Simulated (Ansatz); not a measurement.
# LiGeF3 (model cell, started as cubic perovskite with Ge in the octahedra): a soft mode frozen in, part 2 of 2

Aim: this structure of LiGeF3 (model cell, started as cubic perovskite with Ge in the octahedra) is to be tested for unstable modes, and one is followed downhill.

Ansatz 0.2.0; DFT r2SCAN, scalar-relativistic, plane waves, PAW; PAW set soft_1.

So far, highest frequency on the path or at a solved wavevector (cm⁻¹): step 2 (response at finite wavevector) 426. Also lowest frequency on the path (cm⁻¹): step 2 -308.

The structure was built from a prototype and need not be the compound's stable phase.

## 5. Energy along the mode, all amplitudes (two of the runs are shown above)

An imaginary frequency means negative curvature, so the energy should fall and then rise again as anharmonic terms take over.

Numbers from this step:

| Quantity | Value |
| --- | --- |
| depth at the lowest point sampled | 30.03 meV/atom |
| largest atomic shift at that point | 0.32 Å |

Table of energy from the parent by largest atomic shift:

| largest atomic shift (Å) | energy from the parent (meV/atom) |
| --- | --- |
| 0.000 | 0 |
| 0.040 | -1.10 |
| 0.080 | -4.27 |
| 0.140 | -12.0 |
| 0.220 | -24.1 |
| 0.320 | -30.0 |
| 0.450 | 17.5 |

Displacement at unit largest shift by atom:

| atom | x (Å) | y (Å) | z (Å) | size |
| --- | --- | --- | --- | --- |
| Li1 | 0.00 | 0.00 | 0.00 | 0.00 |
| Li2 | 0.00 | 0.00 | 0.00 | 0.00 |
| Ge3 | 0.00 | -0.12 | 0.00 | 0.12 |
| Ge4 | 0.00 | 0.12 | 0.00 | 0.12 |
| F5 | 0.00 | 0.00 | 0.00 | 0.00 |
| F6 | 0.00 | 0.00 | 0.00 | 0.00 |
| F7 | 0.00 | 1.00 | 0.00 | 1.00 |
| F8 | 0.00 | -1.00 | 0.00 | 1.00 |
| F9 | 0.00 | -0.27 | 0.00 | 0.27 |
| F10 | 0.00 | 0.27 | 0.00 | 0.27 |

The lowest of the steps tried is at 0.32 Å, 30.0 meV/atom below the parent; the bottom of the well need not coincide with a step.

## 6. Relaxing from the distorted cell

Starting from the lowest point found, all atoms and the cell are let go, so that strain and other modes of the same symmetry can join in.

Contents of input.yaml:

```yaml
crystal:
  lattice:
    - [4.3400973773, 0.0, 0.0]
    - [0.0, 4.3400973773, 0.0]
    - [0.0, 0.0, 8.6801947546]
  atoms:
    - { symbol: Li, position: [0.0, 0.0, 0.0] }
    - { symbol: Li, position: [0.0, 0.0, 0.5] }
    - { symbol: Ge, position: [0.5, 0.4908720427, 0.25] }
    - { symbol: Ge, position: [0.5, 0.5091279573, 0.75] }
    - { symbol: F, position: [0.5, 0.5, 0.0] }
    - { symbol: F, position: [0.5, 0.5, 0.5] }
    - { symbol: F, position: [0.5, 0.0737310646, 0.25] }
    - { symbol: F, position: [0.5, -0.0737310646, 0.75] }
    - { symbol: F, position: [0.0, 0.4799758579, 0.25] }
    - { symbol: F, position: [0.0, 0.5200241421, 0.75] }
kpoints:
  mp_grid: { grid: [6, 6, 4] }
hamiltonian:
  xc: r2scan
  pseudopotentials: { kind: paw, azcp: { folder: soft_1 } }
scf:
  occupations: { method: fixed }
output:
  forces: true
  stress: true
  eigenvalues: true
relax:
  adjacent_minimum: "off"
  f_tol: 0.002
  max_steps: 120
  cell: { stress_tol: 0.03 }
```

On the command line:

```
$ ansatz run input.yaml --threads 8 --pin off --max-ram 16384MiB --backend cpu --events-out ev --progress --plain --runs-dir out
```

Numbers of over 12 decimals in the logs are rounded to 6 here.

Log:

```text
[...]
Crystal: 10 atoms, lattice volume = 163.504 Å³
Basis set: ecut = 500 eV, 4191 PW (Γ), exchange–correlation on 128×128×256 points (64 copies of the dense FFT grid, shifted against one another)
Bands: 48, of which v1, the nominal top of the filled ones, is band 38 counted from 1 (37 counted from 0)
Symmetry: 8 space group operations
[...]
k-points: 48 of 144
[...]
SCF iter   1: F=—  HF=-13882.520520 eV  |F-HF|=—  |Δ(HF+E_count)|=         —  Δρ=7.69e-2  dr2=1.07e1  dr2_τ=8.82e-2  ethr=3.10e-3  ⟨swp⟩=4.6  Hψ=8248  notcnv=0  defer=361
[...]
SCF iter  10: F=-13878.082526 eV  HF=-13878.082525 eV  |F-HF|=1.51e-7  |Δ(HF+E_count)|=   3.02e-6  Δρ=7.57e-6  dr2=9.08e-8  dr2_τ=3.94e-9  ethr=1.32e-10  ⟨swp⟩=10.5  Hψ=12800  notcnv=0
SCF 1 converged in 10 iterations: F = -13878.082526 eV  dr2 = 9.08e-8
[...]
relax step   1: F+E_penalty+E_count = -13878.08252560 eV  Δ(F+E_penalty+E_count) = +0.000e0 eV  max|allowed force component| = 1.126e0 eV/Å  Δτ_max = 0.0000 Å  P = +1.962 GPa  Ω = 163.504 Å³  (10 SCF iters, dr2 threshold 1.00e-7 eV, accepted)
Crystal: 10 atoms, lattice volume = 169.757 Å³
Basis set: ecut = 500 eV, 4305 PW (Γ), exchange–correlation on 128×128×256 points (64 copies of the dense FFT grid, shifted against one another)
[...]
iter 1 solved again at ethr=1.44e-3 eV; its pass at ethr=3.10e-3 eV (dr2=1.09e0 eV) is discarded
[...]
SCF iter   8: F=-13878.375406 eV  HF=-13878.375406 eV  |F-HF|=8.48e-8  |Δ(HF+E_count)|=   1.52e-6  Δρ=1.59e-5  dr2=3.06e-7  dr2_τ=2.21e-8  ethr=1.32e-9  ⟨swp⟩=9.8  Hψ=12497  notcnv=0
SCF 2 converged in 8 iterations: F = -13878.375406 eV  dr2 = 3.06e-7
relax step   2: F+E_penalty+E_count = -13878.37540610 eV  Δ(F+E_penalty+E_count) = -2.929e-1 eV  max|allowed force component| = 2.894e-1 eV/Å  Δτ_max = 0.1942 Å  P = -0.801 GPa  Ω = 169.757 Å³  energy of the carried Pulay correction = -3.668e-3 eV  (8 SCF iters, dr2 threshold 1.00e-6 eV, accepted)
Crystal: 10 atoms, lattice volume = 168.963 Å³
Basis set: ecut = 500 eV, 4325 PW (Γ), exchange–correlation on 128×128×256 points (64 copies of the dense FFT grid, shifted against one another)
[...]
SCF iter   8: F=-13878.447819 eV  HF=-13878.447819 eV  |F-HF|=4.09e-8  |Δ(HF+E_count)|=   2.00e-6  Δρ=8.82e-6  dr2=1.62e-7  dr2_τ=6.59e-9  ethr=1.32e-9  ⟨swp⟩=11.4  Hψ=12025  notcnv=0
SCF 3 converged in 8 iterations: F = -13878.447819 eV  dr2 = 1.62e-7
relax step   3: F+E_penalty+E_count = -13878.44781874 eV  Δ(F+E_penalty+E_count) = -7.241e-2 eV  max|allowed force component| = 4.434e-1 eV/Å  Δτ_max = 0.1425 Å  P = -1.683 GPa  Ω = 168.963 Å³  energy of the carried Pulay correction = -3.215e-3 eV  (8 SCF iters, dr2 threshold 1.00e-6 eV, accepted)
[...]
relax step   4: F+E_penalty+E_count = -13878.51719998 eV  Δ(F+E_penalty+E_count) = -6.938e-2 eV  max|allowed force component| = 8.667e-2 eV/Å  Δτ_max = 0.0682 Å  P = -0.518 GPa  Ω = 166.492 Å³  energy of the carried Pulay correction = -1.781e-3 eV  (7 SCF iters, dr2 threshold 1.00e-6 eV, accepted)
[...]
relax step   5: F+E_penalty+E_count = -13878.53103251 eV  Δ(F+E_penalty+E_count) = -1.383e-2 eV  max|allowed force component| = 1.042e-1 eV/Å  Δτ_max = 0.0563 Å  P = +0.156 GPa  Ω = 163.595 Å³  energy of the carried Pulay correction = -5.474e-5 eV  (6 SCF iters, dr2 threshold 1.00e-6 eV, accepted)
[...]
relax step   6: F+E_penalty+E_count = -13878.53258793 eV  Δ(F+E_penalty+E_count) = -1.555e-3 eV  max|allowed force component| = 2.526e-2 eV/Å  Δτ_max = 0.0139 Å  P = +0.097 GPa  Ω = 163.379 Å³  energy of the carried Pulay correction = +7.584e-5 eV  (6 SCF iters, dr2 threshold 6.79e-7 eV, accepted)
[...]
relax step   7: F+E_penalty+E_count = -13878.53334451 eV  Δ(F+E_penalty+E_count) = -7.566e-4 eV  max|allowed force component| = 8.873e-3 eV/Å  Δτ_max = 0.0280 Å  P = -0.006 GPa  Ω = 163.694 Å³  energy of the carried Pulay correction = -1.146e-4 eV  (8 SCF iters, dr2 threshold 3.99e-8 eV, accepted)
[...]
relax step   8: F+E_penalty+E_count = -13878.53351595 eV  Δ(F+E_penalty+E_count) = -1.714e-4 eV  max|allowed force component| = 4.135e-3 eV/Å  Δτ_max = 0.0136 Å  P = -0.003 GPa  Ω = 163.682 Å³  energy of the carried Pulay correction = -1.078e-4 eV  (8 SCF iters, dr2 threshold 4.92e-9 eV, accepted)
[...]
relax step   9: F+E_penalty+E_count = -13878.53353457 eV  Δ(F+E_penalty+E_count) = -1.863e-5 eV  max|allowed force component| = 1.119e-3 eV/Å  Δτ_max = 0.0079 Å  P = +0.002 GPa  Ω = 163.702 Å³  energy of the carried Pulay correction = -1.196e-4 eV  (8 SCF iters, dr2 threshold 1.07e-9 eV, accepted)
Basis set: ecut = 500 eV, 4197 PW (Γ), exchange–correlation on 128×144×256 points (64 copies of the dense FFT grid, shifted against one another)
[...]
SCF iter   8: F=-13878.532426 eV  HF=-13878.532426 eV  |F-HF|=9.09e-12  |Δ(HF+E_count)|=  1.24e-10  Δρ=1.17e-7  dr2=1.22e-11  dr2_τ=1.17e-12  ethr=1.00e-12  ⟨swp⟩=11.0  Hψ=10925  notcnv=0
SCF 10 converged in 8 iterations: F = -13878.532426 eV  dr2 = 1.22e-11
relax step  10: F+E_penalty+E_count = -13878.53242593 eV  Δ(F+E_penalty+E_count) = +1.109e-3 eV  max|allowed force component| = 1.508e-3 eV/Å  Δτ_max = 0.0000 Å  P = -0.008 GPa  Ω = 163.702 Å³  stress off target by 2.95e-2 GPa  SCF on the basis re-selected at this cell (its energy is not comparable with the rows above)  (8 SCF iters)
basis re-selected at this cell: Δ(F+E_penalty+E_count) = +1.109e-3 eV, ΔP = -0.010 GPa vs the last step (what re-selecting the basis moved, of the pressure what is left beyond the Pulay correction that the steps carried, after the strain that the cell walked since its last selection, with what the two solves' SCF thresholds leave and, on support functions, any second-order correction that the steps lacked; it is no measure of the basis error at this ecutwfc). The dense FFT grid was sized anew with the basis: this SCF ran on 32×36×64 points, the steps before it on 32×32×64, so part of this shift can come from that change (see relax.cell in the input reference). [rest of the remark cut]
SCF converged after 8 iterations
Free energy (F): -13878.532426 eV
[...]
Internal energy: -13878.532426 eV  (E = F + TS)
E sigma→0 (E₀):  -13878.532426 eV
Fermi energy:    3.379564 eV
[...]
--- Forces (eV/Å), atoms counted from 1 ---
  atom   1  Li     0.00000000     0.00000000    -0.00000000
  atom   2  Li     0.00000000     0.00000000     0.00000000
  atom   3  Ge     0.00000000    -0.00068245     0.00000000
  atom   4  Ge     0.00000000     0.00068245     0.00000000
  atom   5  F      0.00000000     0.00000000     0.00000000
  atom   6  F      0.00000000     0.00000000     0.00000000
  atom   7  F      0.00000000     0.00150803     0.00000000
  atom   8  F      0.00000000    -0.00150803     0.00000000
  atom   9  F      0.00000000    -0.00070381     0.00000000
  atom  10  F      0.00000000     0.00070381     0.00000000
  max |Σ_I F_I| component: 2.17e-19 eV/Å
--- Stress (GPa, compression-positive) ---
       -0.000382       0.000000       0.000000
        0.000000      -0.029465       0.000000
        0.000000       0.000000       0.005690
  P = ⅓ Tr σ = -0.0081 GPa (-0.081 kbar)
--- Band table (eV; the first three rows and the last of 48) ---
  k-point 0: bands = [... 34 lower, -1.1209, -1.0830, -0.1688, 2.0423, 6.4353, 6.5380, 8.5059, 9.7923, ... 6 higher]
  k-point 1: bands = [... 34 lower, -1.1172, -1.0907, 0.0939, 1.6364, 6.5330, 6.7160, 8.3333, 9.2220, ... 6 higher]
  k-point 2: bands = [... 34 lower, -1.1060, -1.1060, 0.8015, 0.8015, 6.7400, 6.7400, 8.5624, 8.5624, ... 6 higher]
  k-point 47: bands = [... 34 lower, -0.8487, -0.8487, 2.4795, 2.4795, 6.7380, 6.7380, 7.7799, 7.7799, ... 6 higher]
--- Relaxed structure (9 steps of the walk, 9 accepted, 1 SCFs on fresh bases) ---
  F+E_penalty+E_count = -13878.53242593 eV   max|allowed force component| = 1.508e-3 eV/Å   (the final SCF, on the basis selected at the relaxed cell)
  cell:  # Å, volume = 163.7017 Å³
    - [4.162970, 0.0, 0.0]
    - [0.0, 4.654749, 0.0]
    - [0.0, 0.0, 8.447996]
  atoms:
    - { symbol: Li, position: [0, 0.0, 0] }
    - { symbol: Li, position: [0, 0.0, 0.5] }
    - { symbol: Ge, position: [0.5, 0.522539, 0.25] }
    - { symbol: Ge, position: [0.5, 0.477461, 0.75] }
    - { symbol: F, position: [0.5, 0.5, 0] }
    - { symbol: F, position: [0.5, 0.5, 0.5] }
    - { symbol: F, position: [0.5, 0.126784, 0.25] }
    - { symbol: F, position: [0.5, -0.126784, 0.75] }
    - { symbol: F, position: [0, 0.421716, 0.25] }
    - { symbol: F, position: [0, 0.578284, 0.75] }
```

The job ended after 43 s (8 threads of AMD EPYC 7B13 (Zen 3), shared host; peak memory 1.4 GiB; 5.2 min of CPU time).

Step by step:

| step | energy less that of the first step (eV) | largest force component (eV/Å) | pressure (GPa) | volume (Å³) |
| --- | --- | --- | --- | --- |
| 1 | 0.0000 | 1.1258 | 1.96 | 163.50 |
| 2 | -0.2929 | 0.2894 | -0.80 | 169.76 |
| 3 | -0.3653 | 0.4434 | -1.68 | 168.96 |
| 4 | -0.4347 | 0.0867 | -0.52 | 166.49 |
| 5 | -0.4485 | 0.1042 | 0.16 | 163.59 |
| 6 | -0.4501 | 0.0253 | 0.10 | 163.38 |
| 7 | -0.4508 | 0.0089 | -0.01 | 163.69 |
| 8 | -0.4510 | 0.0041 | 0.00 | 163.68 |
| 9 | -0.4510 | 0.0011 | 0.00 | 163.70 |
| 10* | -0.4499 | 0.0015 | -0.01 | 163.70 |

Relaxation steps marked * repeat the geometry before them on a plane-wave basis chosen anew for their cell, so energy and pressure can jump there.

Forces are held to the 8 operations that the run works with; a distortion that breaks them can't arise in this run.

| cell as run | before | after | change |
| --- | --- | --- | --- |
| a (Å) | 4.340 | 4.163 | -4.1 % |
| b (Å) | 4.340 | 4.655 | +7.2 % |
| c (Å) | 8.680 | 8.448 | -2.7 % |
| volume (Å³/atom) | 16.35 | 16.37 | +0.1 % |

The atoms that moved most (Å, as changes of fractional coordinates times the final cell):

| atom | dx | dy | dz | length |
| --- | --- | --- | --- | --- |
| F9 | 0.000 | -0.271 | 0.000 | 0.271 |
| F10 | 0.000 | 0.271 | 0.000 | 0.271 |
| F7 | 0.000 | 0.247 | 0.000 | 0.247 |
| F8 | 0.000 | -0.247 | 0.000 | 0.247 |
| Ge4 | 0.000 | -0.147 | 0.000 | 0.147 |
| Ge3 | 0.000 | 0.147 | 0.000 | 0.147 |

This step gave:

- pressure: -0.008052 GPa
- gap on the k-mesh: 2.984 eV
- volume per atom: 16.37 Å³

The distorted start has space group Pmma; the relaxation ends in Pmma.

## 7. The new phase in its own primitive cell

The relaxed structure is symmetrised, reduced to its primitive cell and relaxed tightly, as its phonons need.

Contents of input.yaml:

```yaml
crystal:
  lattice:
    - [8.4479964436, 0.0, 0.0]
    - [0.0, 4.1629699773, 0.0]
    - [0.0, 0.0, 4.6547493287]
  atoms:
    - { symbol: Li, position: [0.0, 0.0, 0.0] }
    - { symbol: Li, position: [0.5, 0.0, 0.0] }
    - { symbol: Ge, position: [0.25, 0.5, 0.5225392776] }
    - { symbol: Ge, position: [0.75, 0.5, 0.4774607224] }
    - { symbol: F, position: [0.0, 0.5, 0.5] }
    - { symbol: F, position: [0.5, 0.5, 0.5] }
    - { symbol: F, position: [0.25, 0.5, 0.1267843187] }
    - { symbol: F, position: [0.75, 0.5, 0.8732156813] }
    - { symbol: F, position: [0.25, 0.0, 0.4217158754] }
    - { symbol: F, position: [0.75, 0.0, 0.5782841246] }
kpoints:
  mp_grid: { grid: [4, 6, 4] }
hamiltonian:
  xc: r2scan
  pseudopotentials: { kind: paw, azcp: { folder: soft_1 } }
scf:
  occupations: { method: fixed }
output:
  forces: true
  stress: true
  eigenvalues: true
relax:
  adjacent_minimum: "off"
  f_tol: 0.001
  max_steps: 60
  cell: { stress_tol: 0.01 }
```

Log:

```text
[...]
Crystal: 10 atoms, lattice volume = 163.702 Å³
Basis set: ecut = 500 eV, 4197 PW (Γ), exchange–correlation on 256×128×144 points (64 copies of the dense FFT grid, shifted against one another)
Bands: 48, of which v1, the nominal top of the filled ones, is band 38 counted from 1 (37 counted from 0)
Symmetry: 8 space group operations
[...]
k-points: 36 of 96
[...]
- { symbol: Li, position: [0.5, 0.0, 0.0] }
    - { symbol: Ge, position: [0.25, 0.500000, 0.522589] }
    - { symbol: Ge, position: [0.750000, 0.500000, 0.477411] }
    - { symbol: F, position: [0, 0.500000, 0.500000] }
    - { symbol: F, position: [0.5, 0.500000, 0.500000] }
    - { symbol: F, position: [0.25, 0.500000, 0.126846] }
    - { symbol: F, position: [0.750000, 0.500000, 0.873154] }
    - { symbol: F, position: [0.25, 0.0, 0.421696] }
    - { symbol: F, position: [0.750000, 0.0, 0.578304] }
[key lines of the parts left out:]
SCF converged after 4 iterations
Free energy (F): -13878.531350 eV
Fermi energy:    3.379714 eV
P = ⅓ Tr σ = 0.0003 GPa (0.003 kbar)
```

Run time: 13 s. Hardware: 8 threads; peak memory 1.3 GiB.

Little changed from the start: no atom moved by 0.005 Å and no cell edge by 0.1 %.

A gap read on the k-mesh alone can miss the band edges.

Numbers from this step:

```
pressure           : 2.56e-4 GPa
gap on the k-mesh  : 2.986 eV
direct gap on mesh : 3.291 eV
```

The largest force component left is 0.59 meV/Å and the pressure is 0.000 GPa, within the tolerances set. The cell now holds 16.37 Å³/atom.

## 8. Results

```json
{
 "unstable mode of the parent": "q = (0, 0, -0.5), 296i cm⁻¹",
 "depth at the lowest point sampled": "30.0 meV/atom",
 "largest atomic shift at that point": "0.32 Å",
 "space group reached (within 0.01 Å)": "Pmma",
 "energy gained over the parent (first relaxation, on the mesh of the frozen mode)": "75.0 meV/atom",
 "volume per atom, phase reached": "16.4 Å³",
 "gap on the k-mesh, phase reached": "2.99 eV"
}
```

Along this mode the structure falls into Pmma, 75.0 meV/atom below the parent. At the parent's cell the well is 30.03 meV/atom deep on the steps tried, with its lowest point at a shift of 0.32 Å. Relaxing atoms and cell changes the gain by +44.99 meV/atom against the lowest step (energies at zero smearing). The modes of the phase reached were not computed on this path. Of the 6 patterns followed to their end from this parent, this one ends 288 meV/atom above the lowest, R3m. Each path keeps the symmetry of its pattern, so a lower phase may lie along a pattern not tried. The q mesh stands for a supercell only 8.7 Å across, so branches between the solved wavevectors are rough. The starting cell was built on a prototype and not taken from a measurement, so the phase need not exist.

[Logs are printed without paths, hosts, clocks, repeated set-up lines and the standing remarks that a program may print on its own settings, such as how far it seeks lower states.]

[Hosts, paths, dates, database ids (printed as entryN), source tags and the programs' standing remarks are cut or masked in the printed files.]
